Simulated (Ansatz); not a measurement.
# How AlNi absorbs and reflects light

Aim: the dielectric function of AlNi, and the optical constants that follow from it. The cell comes from an older database entry, whose edges can differ from later determinations, mostly by under a per cent.

Program: Ansatz 0.2.0. Level of theory: DFT, PBE, plane-wave PAW, default files, scalar-relativistic, independent-particle optical response without local fields. Results are calculated unless marked as measured.

The database entry behind the starting cell differs from later determinations by our own check (about 0.2 % short), so it need not match the best structure at ambient conditions.

### 1. Set-up

Symmetry: Pm-3m, No. 221, cubic system. Conventional cell: a = 2.881 Å, b = 2.881 Å, c = 2.881 Å, α = 90.00°, β = 90.00°, γ = 90.00°. Ni has 8 Al at 2.50 Å nearest. Nearest to Al lie 8 Ni at 2.50 Å. Farther neighbours are not listed.

### 2. Ground state and bands

First the ground state: is it a metal or has it a gap?

This step: DFT, PBE, plane-wave PAW, default files, scalar-relativistic, ground state (Ansatz 0.2.0).

File input.yaml:

```yaml
crystal:
  lattice:
    - [2.881, 0.0, 0.0]
    - [0.0, 2.881, 0.0]
    - [0.0, 0.0, 2.881]
  atoms:
    - { symbol: Ni, position: [0.5, 0.5, 0.5] }
    - { symbol: Al, position: [0.0, 0.0, 0.0] }
kpoints:
  mp_grid: { grid: [8, 8, 8] }
  band_path:
    path:
      - [[0.0, 0.0, 0.0], [0.0, 0.5, 0.0], [0.5, 0.5, 0.0], [0.0, 0.0, 0.0], [0.5, 0.5, 0.5], [0.0, 0.5, 0.0]]
      - [[0.5, 0.5, 0.0], [0.5, 0.5, 0.5]]
    npoints: 8
scf:
  occupations: { method: fermi_dirac, width: 0.05 }
  n_extra_bands: 6
hamiltonian:
  xc: pbe
  pseudopotentials: { kind: paw }
output:
  forces: true
  stress: true
  populations: true
  write_bands: true
```

Run with:

```
> ansatz run input.yaml --threads 4 --pin off --max-ram 8192MiB --backend cpu --events-out ev --progress --plain --runs-dir out
```

Numbers of over 12 decimals in the logs are rounded to 6 here.

The log of the run:

```text
scf.n_extra_bands = 6 over 11 filled bands (N_el = 21.0): the run solves 17 bands
Engine: ansatz 0.2.0, x86_64-unknown-linux-gnu
Pseudopotentials: kind: paw
Pseudopotential: Ni, paw, valence charge 18, recommended cutoff 420 eV (normal), Ni.paw.azcp
Pseudopotential: Al, paw, valence charge 3, recommended cutoff 420 eV (normal), Al.paw.azcp
Functional definition: PBE
  parameter kappa = 0.804
  parameter beta = 0.066725
  exchange = pbe_x(kappa = kappa, mu = beta*pi^2/3)
  correlation = pbe_c(beta = beta)
Crystal: 2 atoms, lattice volume = 23.913 Å³
Basis set: ecut = 420 eV, 461 PW (Γ), exchange–correlation on 40×40×40 points (8 copies of the dense FFT grid, shifted against one another)
Bands: 17, of which v1, the nominal top of the filled ones, is band 11 counted from 1 (10 counted from 0)
Symmetry: 48 space group operations
Space group: Pm-3m (ITA 221), of the structure as read, at distance tolerance 2.9e-5 Å
k-points: 35 of 512
Non-local potential: Ni, projectors of the file, l = 0: 3, l = 1: 2, l = 2: 3, l = 3: 1
Non-local potential: Al, projectors of the file, l = 0: 2, l = 1: 2, l = 2: 1
PAW form: soft (Blöchl's): semilocal exchange-correlation on the pseudo side does not see the compensation charge
PAW one-centre angular grid: Ni, 590 points (default); XC on 64 Gauss nodes
PAW one-centre angular grid: Al, 110 points (default); XC on 64 Gauss nodes
Initial density: superposition of atomic densities (neutral atoms: chi_scale 0, normalization atom), corrected by the library's trained network
Initial wavefunctions: pseudopotential atomic-orbital guess
Functional: x = pbe(κ = 0.804, μ = 0.219515), c = pbe(β = 0.066725)
SCF iter   1: F=—  HF=-6378.528035 eV  |F-HF|=—  |Δ(HF+E_count)|=         —  Δρ=2.05e-3  dr2=7.86e-4  ethr=1.77e-3  ⟨swp⟩=5.0  Hψ=2722  notcnv=0  defer=10
preconditioner: auto → none  [insulator: Δε(μ)=0.150 eV  Ē_g=11.893 eV  σ=0.050 eV  W_gap=0.60  n_scr=6 (ndim 8)  ℏωp=27.4 eV  f_vac=0.000  D(μ)=1.23/eV (n_scr^D=6)  ε∞_Penn≈6.3]
SCF iter   2: F=—  HF=-6378.528034 eV  |F-HF|=—  |Δ(HF+E_count)|=   4.57e-7  Δρ=7.72e-4  dr2=1.16e-4  ethr=3.74e-6  ⟨swp⟩=2.3  Hψ=1187  notcnv=0  defer=13
SCF iter   3: F=—  HF=-6378.528045 eV  |F-HF|=—  |Δ(HF+E_count)|=   1.09e-5  Δρ=1.04e-4  dr2=1.40e-6  ethr=5.51e-7  ⟨swp⟩=1.1  Hψ=569  notcnv=0  defer=13
SCF iter   4: F=—  HF=-6378.528120 eV  |F-HF|=—  |Δ(HF+E_count)|=   7.50e-5  Δρ=1.70e-5  dr2=3.12e-8  ethr=6.66e-9  ⟨swp⟩=2.1  Hψ=780  notcnv=0  defer=13
iter 5 did not close the SCF: its close was put off for the readings that it lacked (scf_convergence_deferred on its scf_iter line)
SCF iter   5: F=-6378.528120 eV  HF=-6378.528120 eV  |F-HF|=8.77e-9  |Δ(HF+E_count)|=   2.07e-8  Δρ=7.91e-6  dr2=8.89e-9  ethr=1.49e-10  ⟨swp⟩=2.4  Hψ=888  notcnv=0  defer=13
SCF iter   6: F=-6378.528120 eV  HF=-6378.528120 eV  |F-HF|=9.37e-10  |Δ(HF+E_count)|=  9.97e-10  Δρ=2.51e-6  dr2=9.71e-10  ethr=4.23e-11  ⟨swp⟩=5.4  Hψ=2183  notcnv=0
SCF 1 converged in 6 iterations: F = -6378.528120 eV  dr2 = 9.71e-10
  greatest PAW one-centre occupation: 1.001 electrons in one spin orbital (limit 2), on the Ni atom at site 0 (counted from 0), in its partial waves of l = 1
NSCF: frozen V_eff on 50 k-points
SCF converged after 6 iterations
Free energy (F): -6378.528120 eV
Harris-Foulkes:  -6378.528120 eV  (|F-HF|=9.37e-10)
Internal energy: -6378.518112 eV  (E = F + TS)
E sigma→0 (E₀):  -6378.523116 eV
Entropy (-TS):   -0.010008 eV (-5.004 meV/atom)
Fermi energy:    13.913988 eV
--- Per-component energies (eV) ---
  E_band       = -336.285963
  E_kinetic    = 311.045043
  E_local      = -4446.659613  (includes V_loc(G=0)·N_el)
  E_nonlocal   = 647.740667
  E_hartree    = 1913.613327
  E_xc         = -126.284727
  E_vxc        = -140.637862  (∫ρ·V_xc dr)
  E_paw        = -2100.358921  (= ΣΔE_a)
  E_vpaw       = -535.003983  (= ΣTr[D̂ρ^β])
  E_aug_tail   = 0.000487  (compensation charges beyond the density's cutoff)
  E_ewald      = -2577.614375
  E_smearing   = -0.010008  (= −TS)
  E_closure    = 0.000000  (closes the sum)
  Σ components = -6378.528120   (vs F -6378.528120, Δ=0.00e0)
--- Forces (eV/Å), atoms counted from 1 ---
  atom   1  Ni     0.00000000    -0.00000000     0.00000000
  atom   2  Al    -0.00000000    -0.00000000     0.00000000
  max |Σ_I F_I| component: 4.83e-29 eV/Å
--- Stress (GPa, compression-positive) ---
        2.193995       0.000000       0.000000
       -0.000000       2.193995       0.000000
        0.000000       0.000000       2.193995
  P = ⅓ Tr σ = 2.1940 GPa (21.940 kbar)
--- Band table (eV; the first three rows and the last of 35) ---
  k-point 0: bands = [... 7 lower, 12.4510, 12.4510, 12.4510, 19.4651, 19.4651, 19.4651, 22.0713, 22.0713, ... 2 higher]
  k-point 1: bands = [... 7 lower, 12.3313, 12.3313, 12.4640, 17.2941, 19.8394, 19.8394, 22.0860, 23.9122, ... 2 higher]
  k-point 2: bands = [... 7 lower, 12.0678, 12.0678, 12.4956, 14.8034, 20.8717, 20.8717, 22.1267, 25.5902, ... 2 higher]
  k-point 34: bands = [... 7 lower, 13.0132, 13.0132, 15.9462, 15.9462, 15.9462, 17.6733, 18.4425, 18.4425, ... 2 higher]
--- Löwdin populations: 2 sites ---
  site symbol       q [e]
     0     Ni     17.5148
     1     Al      3.3064
  spilling = 0.008516 (of n_electrons = 21.000000)
```

The job ended after 1.5 s (4 threads of AMD EPYC (Zen 3), shared host; peak memory 0.32 GiB).

Reading the cycles: dr2 is the Hartree energy of the density residual (eV), the measure of convergence; HF is the Harris–Foulkes estimate of the energy, which meets the free energy F at convergence.

This run has no spin polarisation, although Ni can carry a moment.

Numbers from this step:

| Item | Value |
| --- | --- |
| free energy | -6378.5281 eV |
| Fermi energy | 13.91 eV |
| electrons | 21 |
| symmetry operations | 48 |
| pressure | 2.194 GPa |
| volume | 23.91 Å³ |
| gap on the path | 0 eV |

There are states at the Fermi level within the smearing, so the occupations stay smeared and the carriers get a Drude term. The cell is left with a pressure of 2.2 GPa, as it stands unrelaxed at this level.

Electronic bands along the path, in eV, zero at the Fermi level; # counts the bands kept:

```csv
point,#3,#4,#5,#6,#7,#8,#9,#10
Γ,-3.17,-1.46,-1.46,-1.46,5.55,5.55,5.55,8.16
halfway,-2.93,-1.85,-1.85,-1.42,0.89,6.96,6.96,8.21
X,-2.69,-2.17,-2.17,-1.37,-0.56,8.29,10.03,10.03
halfway,-2.50,-2.43,-2.09,-1.70,-0.61,4.84,4.90,11.42
M,-2.84,-2.84,-2.00,-2.00,-0.93,1.53,2.56,12.33
halfway,-3.09,-2.21,-1.82,-1.73,1.10,2.67,8.28,8.91
Γ,-3.17,-1.46,-1.46,-1.46,5.55,5.55,5.55,8.16
halfway,-3.08,-2.20,-2.04,-2.04,2.33,2.33,4.16,10.22
R,-4.04,-0.90,-0.90,2.03,2.03,2.03,3.76,4.53
halfway,-3.15,-2.15,-2.02,-1.18,-0.49,5.36,5.42,6.09
X,-2.69,-2.17,-2.17,-1.37,-0.56,8.29,10.03,10.03
jump to M,-2.84,-2.84,-2.00,-2.00,-0.93,1.53,2.56,12.33
halfway,-3.66,-2.28,-0.92,-0.29,-0.29,1.67,2.80,7.85
R,-4.04,-0.90,-0.90,2.03,2.03,2.03,3.76,4.53
```

### 3. Spectrum

The spectrum is a sum over vertical transitions between filled and empty bands at the fixed density, so many empty bands are needed.

This step: DFT, PBE, plane-wave PAW, default files, scalar-relativistic, independent-particle optical response without local fields (Ansatz 0.2.0).

input.yaml, the sections that differ from step 2:

```yaml
kpoints:
  mp_grid: { grid: [11, 11, 11] }
scf:
  occupations: { method: fermi_dirac, width: 0.05 }
output:
  optics:
    e_range: [0, 14]
    de: 0.05
    sigma: 0.1
    drude_damping: 0.05
    nscf_kmesh: { grid: [14, 14, 14] }
    bands: { spectra_wanted_up_to: 14 }
# crystal, hamiltonian: as in step 2
```

The log of the run:

```text
[...]
Crystal: 2 atoms, lattice volume = 23.913 Å³
Basis set: ecut = 420 eV, 461 PW (Γ)
Bands: 15, of which v1, the nominal top of the filled ones, is band 11 counted from 1 (10 counted from 0)
Symmetry: 48 space group operations
[...]
k-points: 56 of 1331
[...]
SCF iter   1: F=—  HF=-6378.528447 eV  |F-HF|=—  |Δ(HF+E_count)|=         —  Δρ=9.80e-4  dr2=1.37e-4  ethr=1.77e-3  ⟨swp⟩=4.9  Hψ=3885  notcnv=0
[...]
SCF iter   8: F=-6378.528542 eV  HF=-6378.528542 eV  |F-HF|=0.00e0  |Δ(HF+E_count)|=  1.00e-11  Δρ=7.40e-8  dr2=6.72e-13  ethr=1.00e-12  ⟨swp⟩=2.6  Hψ=2586  notcnv=0
SCF 1 converged in 8 iterations: F = -6378.528542 eV  dr2 = 6.72e-13
[...]
NSCF: frozen V_eff on 120 k-points
output.optics: what the bands over the 22 summed would add to eps1, eps2 and the energy-loss function is held between a lower and an upper bound (8 Lanczos steps). eps1, eps2 and their loss function (loss_summed_bands) are given on every row as the summed bands alone make them. Along an axis, on a row where the two bounds hold the loss function to about 1 % of the greater of itself and 0.5 % of |1/eps|, its cell (loss_completed) is given, with the completed eps1 and eps2 that it is formed of (a cell that is left empty reads nan in the table and null in the record). The two bounds hold it so along every axis on all 280 rows up to 14.000 eV. [rest of the remark cut]
SCF converged after 8 iterations
Free energy (F): -6378.528542 eV
[...]
Internal energy: -6378.519501 eV  (E = F + TS)
E sigma→0 (E₀):  -6378.524022 eV
Entropy (-TS):   -0.009041 eV (-4.521 meV/atom)
Fermi energy:    13.983707 eV
[...]
--- Band table (eV; the first three rows and the last of 56) ---
  k-point 0: bands = [... 7 lower, 12.4621, 12.4621, 12.4621, 19.4646, 19.4646, 19.4646, 22.0730, 22.0730]
  k-point 1: bands = [... 7 lower, 12.3962, 12.3962, 12.4692, 18.0639, 19.6650, 19.6650, 22.0806, 23.3090]
  k-point 2: bands = [... 7 lower, 12.2293, 12.2293, 12.4882, 16.0578, 20.2370, 20.2370, 22.1027, 24.7699]
  k-point 55: bands = [... 7 lower, 12.9282, 12.9282, 15.0281, 15.9267, 15.9267, 17.5676, 18.7142, 18.7142]
```

Run time: 30 s. Hardware: 4 threads; peak memory 1.1 GiB; 1.8 min of CPU time.

This step gave:

- main peak of the optical conductivity above 1 eV, first axis: 4.236 eV
- Drude plasma energy, first axis: 7.132 eV
- bands summed: 22
- spectra valid up to: 22.02 eV
- program's estimate of the k-sum error in Im epsilon: 0.07 %
- electrons in the f-sum: 7.648

The Im ε, any direction has structure finer than the step of the table below, so its rows give means over 0.5 eV, whole bins alone (the curve runs from 0.3 to 14 eV). Peaks (eV: height): 2.50: 18.8, 4.25: 19.7, 5.55: 11.4.

Im ε, any direction against photon energy; means over each step:

```
photon energy (eV)  Im ε, any direction
               1.0                 4.94
               1.5                 4.87
               2.0                 9.10
               2.5                 17.1
               3.0                 9.22
               3.5                 6.65
               4.0                 10.4
               4.5                 12.2
               5.0                 8.94
               5.5                 10.9
               6.0                 9.86
               6.5                 7.22
               7.0                 5.99
               7.5                 6.42
               8.0                 5.54
               8.5                 4.28
               9.0                 3.57
               9.5                 2.89
              10.0                 2.39
              10.5                 2.10
              11.0                 2.06
              11.5                 1.86
              12.0                 1.51
              12.5                 1.19
              13.0                0.974
              13.5                0.931
```

The Re ε, any direction by photon energy:

photon energy (eV), Re ε, any direction and a bar from the least value:
```
      0.5       -196 
      1.0        -37 #######################
      1.5         -8 ############################
      2.0          5 #############################
      2.5          1 #############################
      3.0         -2 ############################
      3.5          2 #############################
      4.0          9 ##############################
      4.5         -2 ############################
      5.0          1 #############################
      5.5          0 #############################
      6.0         -3 ############################
      6.5         -3 ############################
      7.0         -2 ############################
      7.5         -1 #############################
      8.0         -3 ############################
      8.5         -3 ############################
      9.0         -3 ############################
      9.5         -3 ############################
     10.0         -2 ############################
     10.5         -2 ############################
     11.0         -2 ############################
     11.5         -2 ############################
     12.0         -2 ############################
     12.5         -1 #############################
     13.0         -1 #############################
     13.5         -1 #############################
     14.0         -1 #############################
```

The refractive index n and extinction k by photon energy:

```
photon energy (eV)      n      k
               0.5  0.872   14.0
               1.0  0.347   6.10
               1.5  0.794   2.93
               2.0   2.76   1.55
               2.5   3.15   2.98
               3.0   1.89   2.32
               3.5   2.05   1.62
               4.0   3.21   1.26
               4.5   2.21   2.54
               5.0   2.25   1.96
               5.5   2.43   2.33
               6.0   1.97   2.54
               6.5   1.54   2.33
               7.0   1.43   2.09
               7.5   1.59   2.00
               8.0   1.24   2.21
               8.5   1.04   2.04
               9.0  0.927   1.93
               9.5  0.799   1.81
              10.0  0.718   1.66
              10.5  0.687   1.51
              11.0  0.706   1.45
              11.5  0.640   1.44
              12.0  0.551   1.36
              12.5  0.472   1.25
              13.0  0.434   1.12
              13.5  0.475  0.997
              14.0  0.464  0.947
```

Values under 1 per cm are given as 1. The absorption coefficient, any direction by photon energy:

photon energy (eV), log10 absorption coefficient, any direction (1/cm) and a bar from the least value:
```
    0.500        5.9 ##############
    1.000        5.8 ############
    1.500        5.6 ######
    2.000        5.5 
    2.500        5.9 ###############
    3.000        5.8 ##############
    3.500        5.8 ##########
    4.000        5.7 ########
    4.500        6.1 #######################
    5.000        6.0 ####################
    5.500        6.1 ########################
    6.000        6.2 ###########################
    6.500        6.2 ###########################
    7.000        6.2 ###########################
    7.500        6.2 ###########################
    8.000        6.3 ##############################
    8.500        6.2 ##############################
    9.000        6.2 ##############################
    9.500        6.2 ##############################
   10.000        6.2 #############################
   10.500        6.2 ############################
   11.000        6.2 ############################
   11.500        6.2 #############################
   12.000        6.2 #############################
   12.500        6.2 ############################
   13.000        6.2 ###########################
   13.500        6.1 #########################
   14.000        6.1 #########################
```

The loss function −Im 1/ε at q → 0, any direction has structure finer than the step of the table below, so its rows give means over 0.5 eV, whole bins alone (the curve runs from 0.3 to 14 eV). Peaks (eV: height): 1.75: 0.183, 3.55: 0.142.

Loss function −Im 1/ε at q → 0, any direction against energy loss; means over each step:

energy loss (eV), loss function −Im 1/ε at q → 0, any direction and a bar:
```
      1.0      0.005 
      1.5      0.078 ####
      2.0      0.097 ####
      2.5      0.055 ##
      3.0      0.106 #####
      3.5      0.136 ######
      4.0      0.065 ###
      4.5      0.085 ####
      5.0      0.110 #####
      5.5      0.091 ####
      6.0      0.095 ####
      6.5      0.118 ######
      7.0      0.146 #######
      7.5      0.144 #######
      8.0      0.133 ######
      8.5      0.154 #######
      9.0      0.171 ########
      9.5      0.191 #########
     10.0      0.224 ###########
     10.5      0.272 #############
     11.0      0.304 ###############
     11.5      0.298 ##############
     12.0      0.322 ###############
     12.5      0.369 ##################
     13.0      0.473 #######################
     13.5      0.622 ##############################
```

Optical constants at common wavelengths, from n + ik = √ε:

```csv
wavelength (nm),n,k,R (%),1/α
1550,0.38,8.253,97.8,15 nm
1064,0.49,4.807,92.2,18 nm
800,0.87,2.649,66.9,24 nm
532,3.46,2.467,46.7,17 nm
450,2.12,2.986,54.5,12 nm
365,2.00,1.752,33.7,17 nm
248,2.25,1.956,37.5,10 nm
```

In reflection the computed colour is faintly blue: x = 0.275, y = 0.308, luminous reflectivity 43 %.

### 4. Results

```yaml
gap_on_the_path: 0 eV
main_peak_of_the_optical_conductivity_above_1_ev_first_axis: 4.24 eV
drude_plasma_energy_first_axis: 7.13 eV
```

**Reading.** At this level (PBE, independent particles) AlNi is a metal with a Drude plasma energy of 7.1 eV; it reflects 44 % at 550 nm. Along x the bare Drude plasma energy is 7.1 eV; Re ε first rises through zero at 1.75 eV, far lower, because interband transitions screen the carriers. Im ε is 5.5 there, so the loss peak at that energy is weak. In reflection the computed colour is faintly blue: x = 0.275, y = 0.308, luminous reflectivity 43 %. In the base run ε includes the program's bounded estimate of what the bands above those summed add. The carriers' damping of 0.05 eV is typed, not computed; at 0.8 eV the carriers give 79 % of Im ε along the first axis; the rest comes from the sum over bands, which at low energy also holds close bands and the noise of the mesh. The run has no spin polarisation; magnetic order or correlation, untested here, could change the spectrum. The Fermi-Dirac width of 0.05 eV acts as an electron temperature of 580 K in the carriers' term.

[Logs are printed without paths, hosts, clocks, repeated set-up lines and the standing remarks that a program may print on its own settings, such as how far it seeks lower states.]

[Hosts, paths, dates, database ids (printed as entryN), source tags and the programs' standing remarks are cut or masked in the printed files.]
